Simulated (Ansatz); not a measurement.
# Lattice dynamics of SnO (model cell, started as zinc blende)

Aim: the vibrations of SnO (model cell, started as zinc blende), their spectra, and whether the structure is stable.

Main program and level: Ansatz 0.2.0; DFT LDA, scalar-relativistic, plane waves, PAW.

The structure was built from a prototype and need not be the compound's stable phase.

## Step 1: The starting structure

Symmetry: F-43m, No. 216, cubic system. The conventional cell has a = 5.427 Å, b = 5.427 Å, c = 5.427 Å, α = 90.00°, β = 90.00°, γ = 90.00°. Nearest to Sn lie 4 O at 2.35 Å. O has 4 Sn at 2.35 Å nearest. Farther neighbours and most contacts between anions are not listed.

Coordinates:

```cif
data_structure
_symmetry_space_group_name_H-M 'F-43m'
_symmetry_Int_Tables_number 216
_cell_length_a 5.4271
_cell_length_b 5.4271
_cell_length_c 5.4271
_cell_angle_alpha 90.000
_cell_angle_beta 90.000
_cell_angle_gamma 90.000
_cell_volume 159.85
loop_
_atom_site_label
_atom_site_type_symbol
_atom_site_symmetry_multiplicity
_atom_site_Wyckoff_symbol
_atom_site_fract_x
_atom_site_fract_y
_atom_site_fract_z
_atom_site_occupancy
Sn1 Sn 4 a 0.00000 0.00000 0.00000 1
O1 O 4 d 0.25000 0.25000 0.75000 1
```

## Step 2: Bringing the structure to rest

The cell and atoms are relaxed, since residual forces and stress would shift the frequencies.

input.yaml

```yaml
crystal:
  lattice:
    - [0.0, 2.71355, 2.71355]
    - [2.71355, 0.0, 2.71355]
    - [2.71355, 2.71355, 0.0]
  atoms:
    - { symbol: Sn, position: [0.0, 0.0, 0.0] }
    - { symbol: O, position: [0.25, 0.25, 0.25] }
kpoints:
  mp_grid: { grid: [12, 12, 12] }
hamiltonian:
  xc: lda
scf:
  occupations: { method: gaussian, width: 0.1 }
output:
  forces: true
  stress: true
  eigenvalues: true
  write_density: true
  write_potential: true
  elf: true
  volumetric_format: npy
relax:
  adjacent_minimum: "off"
  f_tol: 0.005
  max_steps: 80
  cell: { stress_tol: 0.05 }
```

On the command line:

```console
> ansatz run input.yaml --threads 4 --pin off --max-ram 7168MiB --backend cpu --events-out ev --progress --plain --runs-dir out
```

Numbers of over 12 decimals in the logs are rounded to 6 here.

The log of the run:

```text
Engine: ansatz 0.2.0, aarch64-unknown-linux-gnu
Pseudopotentials: kind: paw
Pseudopotential: Sn, paw, valence charge 14, recommended cutoff 420 eV (normal), Sn.paw.azcp
Pseudopotential: O, paw, valence charge 6, recommended cutoff 420 eV (normal), O.paw.azcp
Functional definition: SPW92
  exchange = slater_x
  correlation = pw_c
Crystal: 2 atoms, lattice volume = 39.962 Å³
Basis set: ecut = 420 eV, 749 PW (Γ)
Bands: 14, of which v1, the nominal top of the filled ones, is band 10 counted from 1 (9 counted from 0)
Symmetry: 24 space group operations
Space group: F-43m (ITA 216), of the structure as read, at distance tolerance 3.4e-5 Å
k-points: 72 of 1728 (time reversal used)
Non-local potential: Sn, projectors of the file, l = 0: 2, l = 1: 2, l = 2: 2, l = 3: 2
Non-local potential: O, projectors of the file, l = 0: 2, l = 1: 2, l = 2: 1
PAW form: soft (Blöchl's): semilocal exchange-correlation on the pseudo side does not see the compensation charge
PAW frozen core: Sn, regenerated for the run's functional, and the local potential with it (the file was generated under x = pbe(κ = 0.804, μ = 0.219515), c = pbe(β = 0.066725))
PAW frozen core: O, regenerated for the run's functional, and the local potential with it (the file was generated under x = pbe(κ = 0.804, μ = 0.219515), c = pbe(β = 0.066725))
PAW one-centre angular grid: Sn, 590 points (default); XC on 64 Gauss nodes
PAW one-centre angular grid: O, 110 points (default); XC on 64 Gauss nodes
Initial density: superposition of atomic densities (neutral atoms: chi_scale 0, normalization atom), corrected by the library's trained network
Initial wavefunctions: pseudopotential atomic-orbital guess
Functional: x = slater, c = lda
SCF iter   1: F=—  HF=-6433.859796 eV  |F-HF|=—  |Δ(HF+E_count)|=         —  Δρ=2.27e-2  dr2=2.26e-1  ethr=1.77e-3  ⟨swp⟩=5.1  Hψ=5538  notcnv=0
preconditioner: auto → Kerker (q_TF=auto, 2.431 Å⁻¹)  [metal: Δε(μ)=0.074 eV  Ē_g=18.738 eV  σ=0.100 eV  W_gap=0.38  n_scr=14 (ndim 8)  ℏωp=26.3 eV  f_vac=0.025  D(μ)=0.56/eV (n_scr^D=0)]
SCF iter   2: F=—  HF=-6433.822529 eV  |F-HF|=—  |Δ(HF+E_count)|=   3.73e-2  Δρ=1.06e-2  dr2=2.68e-2  ethr=1.13e-3  ⟨swp⟩=2.3  Hψ=2025  notcnv=0
SCF iter   3: F=—  HF=-6433.816809 eV  |F-HF|=—  |Δ(HF+E_count)|=   5.72e-3  Δρ=2.40e-3  dr2=1.50e-3  ethr=1.34e-4  ⟨swp⟩=2.1  Hψ=1359  notcnv=0
SCF iter   4: F=—  HF=-6433.816264 eV  |F-HF|=—  |Δ(HF+E_count)|=   5.45e-4  Δρ=4.81e-4  dr2=1.89e-4  ethr=7.51e-6  ⟨swp⟩=2.5  Hψ=1795  notcnv=0
SCF iter   5: F=—  HF=-6433.816221 eV  |F-HF|=—  |Δ(HF+E_count)|=   4.31e-5  Δρ=1.86e-4  dr2=1.38e-5  ethr=9.46e-7  ⟨swp⟩=1.3  Hψ=1093  notcnv=0
SCF iter   6: F=—  HF=-6433.816222 eV  |F-HF|=—  |Δ(HF+E_count)|=   8.00e-7  Δρ=6.18e-5  dr2=2.04e-6  ethr=6.90e-8  ⟨swp⟩=2.8  Hψ=1771  notcnv=0
SCF iter   7: F=—  HF=-6433.816222 eV  |F-HF|=—  |Δ(HF+E_count)|=   2.95e-7  Δρ=1.44e-5  dr2=1.17e-7  ethr=1.02e-8  ⟨swp⟩=2.0  Hψ=1728  notcnv=0
SCF iter   8: F=-6433.816222 eV  HF=-6433.816222 eV  |F-HF|=9.09e-12  |Δ(HF+E_count)|=   9.06e-9  Δρ=2.78e-6  dr2=4.25e-9  ethr=5.00e-10  ⟨swp⟩=8.3  Hψ=6072  notcnv=0
SCF 1 converged in 8 iterations: F = -6433.816222 eV  dr2 = 4.25e-9
  greatest PAW one-centre occupation: 0.993 electrons in one spin orbital (limit 2), on the Sn atom at site 0 (counted from 0), in its partial waves of l = 2
relax step   1: F+E_penalty+E_count = -6433.81622176 eV  Δ(F+E_penalty+E_count) = +0.000e0 eV  max|allowed force component| = 6.661e-16 eV/Å  Δτ_max = 0.0000 Å  P = -3.827 GPa  Ω = 39.962 Å³  (8 SCF iters, dr2 threshold 1.00e-7 eV, accepted)
Crystal: 2 atoms, lattice volume = 37.439 Å³
Basis set: ecut = 420 eV, 725 PW (Γ)
Initial density: handed on by an earlier stage of this run
Initial wavefunctions: those handed on with the density
iter 1 solved again at ethr=8.63e-6 eV; its pass at ethr=3.10e-3 eV (dr2=1.73e-3 eV) is discarded
SCF iter   1: F=—  HF=-6433.850319 eV  |F-HF|=—  |Δ(HF+E_count)|=         —  Δρ=2.49e-3  dr2=1.64e-3  ethr=8.63e-6  ⟨swp⟩=2.0  Hψ=7154  notcnv=0
preconditioner: auto → Kerker (q_TF=auto, 2.458 Å⁻¹)  [metal: Δε(μ)=0.066 eV  Ē_g=19.185 eV  σ=0.100 eV  W_gap=0.35  n_scr=14 (ndim 8)  ℏωp=27.1 eV  f_vac=0.015  D(μ)=0.52/eV (n_scr^D=0)]
SCF iter   2: F=—  HF=-6433.850153 eV  |F-HF|=—  |Δ(HF+E_count)|=   1.67e-4  Δρ=1.30e-3  dr2=8.66e-4  ethr=8.21e-6  ⟨swp⟩=1.0  Hψ=1008  notcnv=0
SCF iter   3: F=—  HF=-6433.850017 eV  |F-HF|=—  |Δ(HF+E_count)|=   1.36e-4  Δρ=1.17e-3  dr2=4.20e-4  ethr=4.33e-6  ⟨swp⟩=1.4  Hψ=1111  notcnv=0
SCF iter   4: F=—  HF=-6433.849924 eV  |F-HF|=—  |Δ(HF+E_count)|=   9.32e-5  Δρ=2.63e-4  dr2=3.08e-5  ethr=2.10e-6  ⟨swp⟩=2.1  Hψ=1205  notcnv=0
SCF iter   5: F=—  HF=-6433.849931 eV  |F-HF|=—  |Δ(HF+E_count)|=   7.01e-6  Δρ=4.98e-5  dr2=1.41e-6  ethr=1.54e-7  ⟨swp⟩=1.0  Hψ=1009  notcnv=0
SCF iter   6: F=-6433.849931 eV  HF=-6433.849931 eV  |F-HF|=2.27e-11  |Δ(HF+E_count)|=   5.28e-7  Δρ=1.40e-5  dr2=8.02e-8  ethr=1.00e-9  ⟨swp⟩=7.0  Hψ=5937  notcnv=0
SCF 2 converged in 6 iterations: F = -6433.849931 eV  dr2 = 8.02e-8
relax step   2: F+E_penalty+E_count = -6433.84993105 eV  Δ(F+E_penalty+E_count) = -3.371e-2 eV  max|allowed force component| = 5.921e-16 eV/Å  Δτ_max = 0.0000 Å  P = +0.720 GPa  Ω = 37.439 Å³  energy of the carried Pulay correction = +7.538e-3 eV  (6 SCF iters, dr2 threshold 2.00e-7 eV, accepted)
Crystal: 2 atoms, lattice volume = 37.817 Å³
iter 1 solved again at ethr=5.03e-7 eV; its pass at ethr=3.10e-3 eV (dr2=1.01e-4 eV) is discarded
SCF iter   1: F=—  HF=-6433.849568 eV  |F-HF|=—  |Δ(HF+E_count)|=         —  Δρ=4.28e-4  dr2=4.67e-5  ethr=5.03e-7  ⟨swp⟩=2.2  Hψ=6645  notcnv=0
preconditioner: auto → Kerker (q_TF=auto, 2.453 Å⁻¹)  [metal: Δε(μ)=0.071 eV  Ē_g=19.121 eV  σ=0.100 eV  W_gap=0.37  n_scr=14 (ndim 8)  ℏωp=27.0 eV  f_vac=0.021  D(μ)=0.51/eV (n_scr^D=0)]
SCF iter   2: F=—  HF=-6433.849563 eV  |F-HF|=—  |Δ(HF+E_count)|=   5.04e-6  Δρ=2.10e-4  dr2=2.40e-5  ethr=2.33e-7  ⟨swp⟩=1.3  Hψ=1117  notcnv=0
SCF iter   3: F=—  HF=-6433.849559 eV  |F-HF|=—  |Δ(HF+E_count)|=   3.84e-6  Δρ=1.62e-4  dr2=8.69e-6  ethr=1.20e-7  ⟨swp⟩=1.0  Hψ=1008  notcnv=0
SCF iter   4: F=—  HF=-6433.849557 eV  |F-HF|=—  |Δ(HF+E_count)|=   2.14e-6  Δρ=3.80e-5  dr2=7.33e-7  ethr=4.34e-8  ⟨swp⟩=2.5  Hψ=1339  notcnv=0
SCF iter   5: F=-6433.849557 eV  HF=-6433.849557 eV  |F-HF|=1.44e-9  |Δ(HF+E_count)|=   1.00e-7  Δρ=8.19e-6  dr2=3.63e-8  ethr=1.00e-9  ⟨swp⟩=9.5  Hψ=6847  notcnv=0
SCF 3 converged in 5 iterations: F = -6433.849557 eV  dr2 = 3.63e-8
relax step   3: F+E_penalty+E_count = -6433.84955696 eV  Δ(F+E_penalty+E_count) = +3.741e-4 eV  max|allowed force component| = 6.661e-16 eV/Å  Δτ_max = 0.0000 Å  P = -0.048 GPa  Ω = 37.817 Å³  energy of the carried Pulay correction = +6.377e-3 eV  (5 SCF iters, dr2 threshold 2.00e-7 eV, accepted)
[...]
relax step   4: F+E_penalty+E_count = -6433.84441766 eV  Δ(F+E_penalty+E_count) = +5.139e-3 eV  max|allowed force component| = 5.921e-16 eV/Å  Δτ_max = 0.0000 Å  P = -0.223 GPa  Ω = 37.817 Å³  stress off target by 2.23e-1 GPa  SCF on the basis re-selected at this cell (its energy is not comparable with the rows above)  (7 SCF iters)
[...]
relax step   5: F+E_penalty+E_count = -6433.84485219 eV  Δ(F+E_penalty+E_count) = -4.345e-4 eV  max|allowed force component| = 5.551e-16 eV/Å  Δτ_max = 0.0000 Å  P = -0.003 GPa  Ω = 37.706 Å³  energy of the carried Pulay correction = +3.560e-4 eV  (4 SCF iters, dr2 threshold 1.25e-7 eV, accepted)
iter 1 solved again at ethr=1.34e-7 eV; its pass at ethr=3.10e-3 eV (dr2=2.69e-5 eV) is discarded
SCF iter   1: F=—  HF=-6433.844454 eV  |F-HF|=—  |Δ(HF+E_count)|=         —  Δρ=3.15e-5  dr2=1.31e-7  ethr=1.34e-7  ⟨swp⟩=2.6  Hψ=7968  notcnv=0
preconditioner: auto → Kerker (q_TF=auto, 2.455 Å⁻¹)  [metal: Δε(μ)=0.070 eV  Ē_g=19.138 eV  σ=0.100 eV  W_gap=0.37  n_scr=14 (ndim 8)  ℏωp=27.0 eV  f_vac=0.020  D(μ)=0.51/eV (n_scr^D=0)]
SCF iter   2: F=—  HF=-6433.844455 eV  |F-HF|=—  |Δ(HF+E_count)|=   1.35e-6  Δρ=1.60e-5  dr2=5.91e-8  ethr=6.54e-10  ⟨swp⟩=2.0  Hψ=1344  notcnv=0
SCF iter   3: F=—  HF=-6433.844455 eV  |F-HF|=—  |Δ(HF+E_count)|=   1.40e-9  Δρ=8.69e-6  dr2=2.17e-8  ethr=2.96e-10  ⟨swp⟩=1.0  Hψ=1008  notcnv=0
SCF iter   4: F=—  HF=-6433.844455 eV  |F-HF|=—  |Δ(HF+E_count)|=   2.58e-9  Δρ=2.33e-6  dr2=2.81e-9  ethr=1.08e-10  ⟨swp⟩=1.0  Hψ=1008  notcnv=0
SCF iter   5: F=—  HF=-6433.844455 eV  |F-HF|=—  |Δ(HF+E_count)|=  4.27e-10  Δρ=4.81e-7  dr2=7.41e-11  ethr=1.41e-11  ⟨swp⟩=1.1  Hψ=1018  notcnv=0
SCF iter   6: F=-6433.844455 eV  HF=-6433.844455 eV  |F-HF|=1.82e-12  |Δ(HF+E_count)|=  1.09e-11  Δρ=5.05e-8  dr2=8.00e-13  ethr=1.00e-12  ⟨swp⟩=6.0  Hψ=4180  notcnv=0
SCF 6 converged in 6 iterations: F = -6433.844455 eV  dr2 = 8.00e-13
relax step   6: F+E_penalty+E_count = -6433.84445526 eV  Δ(F+E_penalty+E_count) = +3.969e-4 eV  max|allowed force component| = 6.661e-16 eV/Å  Δτ_max = 0.0000 Å  P = -0.010 GPa  Ω = 37.706 Å³  stress off target by 9.54e-3 GPa  SCF on the basis re-selected at this cell (its energy is not comparable with the rows above)  (6 SCF iters)
basis re-selected at this cell: Δ(F+E_penalty+E_count) = +3.969e-4 eV, ΔP = -0.006 GPa vs the last step (what re-selecting the basis moved, of the pressure what is left beyond the Pulay correction that the steps carried, after the strain that the cell walked since its last selection, with what the two solves' SCF thresholds leave and, on support functions, any second-order correction that the steps lacked; it is no m [...]
SCF converged after 6 iterations
Free energy (F): -6433.844455 eV
Harris-Foulkes:  -6433.844455 eV  (|F-HF|=1.82e-12)
Internal energy: -6433.841889 eV  (E = F + TS)
E sigma→0 (E₀):  -6433.843172 eV
Entropy (-TS):   -0.002566 eV (-1.283 meV/atom)
Fermi energy:    8.972343 eV
--- Per-component energies (eV) ---
  E_band       = -112.460863
  E_kinetic    = 360.099201
  E_local      = -1293.786914  (includes V_loc(G=0)·N_el)
  E_nonlocal   = 21.596310
  E_hartree    = 689.425771
  E_xc         = -451.937541
  E_vxc        = -192.123872  (∫ρ·V_xc dr)
  E_paw        = -4138.801792  (= ΣΔE_a)
  E_vpaw       = -387.099444  (= ΣTr[D̂ρ^β])
  E_aug_tail   = 0.002342  (compensation charges beyond the density's cutoff)
  E_ewald      = -1620.961085
  E_core_change = 0.521820  (= ΣΔE_core)
  E_smearing   = -0.002566  (= −TS)
  E_closure    = -0.000000  (closes the sum)
  Σ components = -6433.844455   (vs F -6433.844455, Δ=0.00e0)
--- Forces (eV/Å), atoms counted from 1 ---
  atom   1  Sn    -0.00000000     0.00000000    -0.00000000
  atom   2  O      0.00000000     0.00000000    -0.00000000
  max |Σ_I F_I| component: 9.25e-17 eV/Å
--- Stress (GPa, compression-positive) ---
       -0.009543      -0.000000      -0.000000
       -0.000000      -0.009543       0.000000
       -0.000000       0.000000      -0.009543
  P = ⅓ Tr σ = -0.0095 GPa (-0.095 kbar)
--- Band table (eV; the first three rows and the last of 72) ---
  k-point 0: bands = [... 6 lower, 2.6213, 5.0247, 5.0247, 5.0247, 13.4979, 13.4979, 13.4979, 18.2698]
  k-point 1: bands = [... 6 lower, 2.4350, 4.9908, 4.9908, 5.1943, 13.0497, 13.5380, 13.5380, 18.7493]
  k-point 2: bands = [... 6 lower, 1.9968, 4.9009, 4.9009, 5.5761, 12.1853, 13.6254, 13.6254, 18.7132]
  k-point 71: bands = [... 6 lower, 0.9314, 3.3350, 3.3687, 9.0668, 10.1893, 11.6452, 13.3994, 16.9250]
--- Relaxed structure (4 steps of the walk, 4 accepted, 2 SCFs on fresh bases) ---
  F+E_penalty+E_count = -6433.84445526 eV   max|allowed force component| = 6.661e-16 eV/Å   (the final SCF, on the basis selected at the relaxed cell)
  cell:  # Å, volume = 37.7057 Å³
    - [0, 2.661496, 2.661496]
    - [2.661496, 0, 2.661496]
    - [2.661496, 2.661496, 0]
  atoms:
    - { symbol: Sn, position: [0, 0, 0] }
    - { symbol: O, position: [0.25, 0.25, 0.25] }
```

Wall time 6.8 s (4 threads of Arm Neoverse V2, shared host); peak memory 0.37 GiB.

Step by step:

| step | energy less that of the first step (eV) | largest force component (eV/Å) | pressure (GPa) | volume (Å³) |
| --- | --- | --- | --- | --- |
| 1 | 0.0000 | 0.0000 | -3.83 | 39.96 |
| 2 | -0.0337 | 0.0000 | 0.72 | 37.44 |
| 3 | -0.0333 | 0.0000 | -0.05 | 37.82 |
| 4* | -0.0282 | 0.0000 | -0.22 | 37.82 |
| 5 | -0.0286 | 0.0000 | 0.00 | 37.71 |
| 6* | -0.0282 | 0.0000 | -0.01 | 37.71 |

Relaxation steps marked * repeat the geometry before them on a plane-wave basis chosen anew for their cell, so energy and pressure can jump there.

Forces are held to the 24 operations that the run works with; a distortion that breaks them can't arise in this run.

| conventional cell, symmetrised | before | after | change |
| --- | --- | --- | --- |
| a (Å) | 5.427 | 5.323 | -1.9 % |
| b (Å) | 5.427 | 5.323 | -1.9 % |
| c (Å) | 5.427 | 5.323 | -1.9 % |
| volume (Å³/atom) | 19.98 | 18.85 | -5.6 % |

The relaxed structure:

```cif
data_structure
_symmetry_space_group_name_H-M 'P 1'
_symmetry_Int_Tables_number 1
_cell_length_a 3.7639
_cell_length_b 3.7639
_cell_length_c 3.7639
_cell_angle_alpha 60.000
_cell_angle_beta 60.000
_cell_angle_gamma 60.000
_cell_volume 37.71
loop_
_atom_site_label
_atom_site_type_symbol
_atom_site_fract_x
_atom_site_fract_y
_atom_site_fract_z
_atom_site_occupancy
Sn1 Sn 0.00000 0.00000 0.00000 1
O2 O 0.25000 0.25000 0.25000 1
```

This step gave:

```yaml
pressure: -0.009543 GPa
volume_per_atom: 18.85 Å³
gap_on_the_k_mesh: 0 eV
```

ELF in the ac plane of a cell with a along [110], b along [-110] and c along [001] of the cube at fractional y = 0.500, with atoms of Sn and O within 0.2 Å of it. It is the smooth field of the valence electrons, not physical close to the nuclei.

Ten even steps from '0' (0.01) to '9' (0.78), each cell a mean:
```
110000000111000000001
100000000010000000001
000111110000011111100
012333332100133333310
124444444211344444431
134421244211443113431
123300033212341001431
433310133354332002334
974332334899533223369
896334337989942332499
698322238968952222598
997211127999841111599
863100014687520000257
321000001232100000112
```
Columns run along a (7.5 Å), rows up along c (5.3 Å), edges of the conventional cell, whose origin can differ from the input's. Atoms in or near the plane, at fractional coordinates: Sn at (0.75, 0.50), Sn at (0.25, 0.50), O at (0.50, 0.25), O at (0.00, 0.25).

Electrostatic potential energy in the ac plane of a cell with a along [110], b along [-110] and c along [001] of the cube at fractional y = 0.500, with atoms of Sn and O within 0.2 Å of it. With pseudopotentials it is smooth inside the atoms' cores, unlike the true potential.

Ten even steps from '0' (-28 eV) to '9' (25 eV), each cell a mean:
```
777777777777777777777
777777777777777777777
777777777777777777777
777666667777766666777
776533356777664334667
765357535677644774467
764499945677637996367
765489835677636995467
466445446545653443565
026654566100465445640
016766676000377667730
137777777312677777751
677777777766777777776
777777777777777777777
```
Columns run along a (7.5 Å; values clipped at the 3rd and 97th percentile), rows up along c (5.3 Å), edges of the conventional cell, whose origin can differ from the input's. Atoms in or near the plane, at fractional coordinates: Sn at (0.75, 0.50), Sn at (0.25, 0.50), O at (0.50, 0.25), O at (0.00, 0.25).

Valence density in the ac plane of a cell with a along [110], b along [-110] and c along [001] of the cube at fractional y = 0.500, with atoms of Sn and O within 0.2 Å of it. It is the smooth field of the valence electrons, not physical close to the nuclei.

Ten steps, logarithmic in the rise over the least value, from '_' (0 e/Å³) to '@' (14 e/Å³), each cell a mean:
```
__________________________________________
__________________________________________
__________________________________________
______..........____________........______
____..::====--::..________..--====--..____
__..::==##%%##==::..____..--++####++--..__
....::++%%@@%%++::..__..::==##@@@@##==....
::::::++%%@@%%++::::::::::==##@@@@**--::::
++==----++**++----==++==----==****==----==
##**--::::--::::--**####++::::----::::++##
%%**--..........==##%%##++::........::++%%
**++::..______..--++****==..________::==**
--::..__________..::----::..________..::--
....______________......________________..
```
Columns run along a (7.5 Å), rows up along c (5.3 Å), edges of the conventional cell, whose origin can differ from the input's. Atoms in or near the plane, at fractional coordinates: Sn at (0.75, 0.50), Sn at (0.25, 0.50), O at (0.50, 0.25), O at (0.00, 0.25).

In this step the volume went from 19.98 to 18.85 Å³/atom.

## Step 3: Tight relaxation

Phonons need a cell at rest on their own settings, so the relaxation is repeated with tight tolerances on forces and stress on the k mesh and occupations of the first response run.

input.yaml

```yaml
crystal:
  lattice:
    - [0.0, 2.6614960121, 2.6614960121]
    - [2.6614960121, 0.0, 2.6614960121]
    - [2.6614960121, 2.6614960121, 0.0]
  atoms:
    - { symbol: Sn, position: [0.0, 0.0, 0.0] }
    - { symbol: O, position: [0.25, 0.25, 0.25] }
kpoints:
  mp_grid: { grid: [12, 12, 12] }
hamiltonian:
  xc: lda
scf:
  occupations: { method: methfessel_paxton, width: 0.15 }
output:
  forces: true
  stress: true
  eigenvalues: true
relax:
  adjacent_minimum: "off"
  f_tol: 0.001
  max_steps: 60
  cell: { stress_tol: 0.01 }
```

The log of the run:

```text
[...]
Crystal: 2 atoms, lattice volume = 37.706 Å³
Basis set: ecut = 420 eV, 725 PW (Γ)
Bands: 14, of which v1, the nominal top of the filled ones, is band 10 counted from 1 (9 counted from 0)
Symmetry: 24 space group operations
[...]
k-points: 72 of 1728 (time reversal used)
[...]
k-point 71: bands = [... 6 lower, 0.9315, 3.3353, 3.3690, 9.0671, 10.1895, 11.6453, 13.3996, 16.9251]
--- Relaxed structure (1 steps of the walk, 1 accepted, 1 SCFs on fresh bases) ---
[...]
cell:  # Å, volume = 37.7057 Å³
    - [0.0, 2.6614960121, 2.6614960121]
    - [2.6614960121, 0.0, 2.6614960121]
    - [2.6614960121, 2.6614960121, 0.0]
  atoms:
    - { symbol: Sn, position: [0.0, 0.0, 0.0] }
    - { symbol: O, position: [0.250000, 0.250000, 0.250000] }
[key lines of the parts left out:]
SCF converged after 7 iterations
Free energy (F): -6433.843311 eV
Fermi energy:    8.968996 eV
P = ⅓ Tr σ = -0.0065 GPa (-0.065 kbar)
```

The job ended after 2.4 s (4 threads; peak memory 0.35 GiB; 8.5 s of CPU time).

Little changed from the start: no atom moved by 0.005 Å and no cell edge by 0.1 %.

This step gave:

- pressure: -0.006537 GPa

The forces vanish by symmetry and the pressure is -0.007 GPa, within the tolerances set. The cell now holds 18.85 Å³/atom.

[end of part 1 of 3]

[Logs are printed without paths, hosts, clocks, repeated set-up lines and the standing remarks that a program may print on its own settings, such as how far it seeks lower states.]

[Hosts, paths, dates, database ids (printed as entryN), source tags and the programs' standing remarks are cut or masked in the printed files.]
